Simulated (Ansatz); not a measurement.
In doubt: masses and optical values from hybrid runs of this build are listed as unsure, which bears on the screening that GW takes from such a start.

Rows from a G0W0 calculation on Ga2SbAs (zincblende [001] superlattice) (Ansatz 0.2.0; G0W0 on HSE06, plane waves, PAW; PAW set soft_1; 4×4×1 mesh, 234 empty bands, screening to 40 eV, PAW set soft_1 files), in eV. Spin-orbit coupling is left out.

```
row  k  band  start       Σx  Σc at the solution      Vxc
  A  Γ    c1  8.521  -11.196              -3.024  -14.890
  B  Γ    c3  9.022   -6.845              -3.305  -10.302
  C  Γ    v3  7.536  -15.840               1.347  -14.905
  D  Γ    c2  9.020   -7.702              -3.253  -11.209
  E  Γ    c4  9.412   -6.957              -3.358  -10.470
  F  Γ    v1  7.731  -15.618               1.419  -14.585
```

**Question.** Work out each quasiparticle level and how far it moved.

The quasiparticle equation reads E = start + Σx + Σc(E) − Vxc.

```
row  E (eV)  shift (eV)
  A   9.191      +0.670
  B   9.173      +0.151
  C   7.948      +0.412
  D   9.274      +0.254
  E   9.567      +0.155
  F   8.117      +0.386
```

Limits: not at the basis limit; no spin-orbit coupling; coarse k mesh.

[Paths, hosts, dates, memory and timing lines, banners, echoed tables and standing remarks are left out of the program output.]

[Logs are printed without paths, hosts, clocks, repeated set-up lines and the standing remarks that a program may print on its own settings, such as how far it seeks lower states.]

[Runs of the session that timed out or met a known fault of the program may be left out.]

[Cells called generated may have been cut or substituted from an entry of the Crystallography Open Database or the Materials Project.]

[Hosts, paths, dates, database ids (printed as entryN), source tags and the programs' standing remarks are cut or masked in the printed files.]
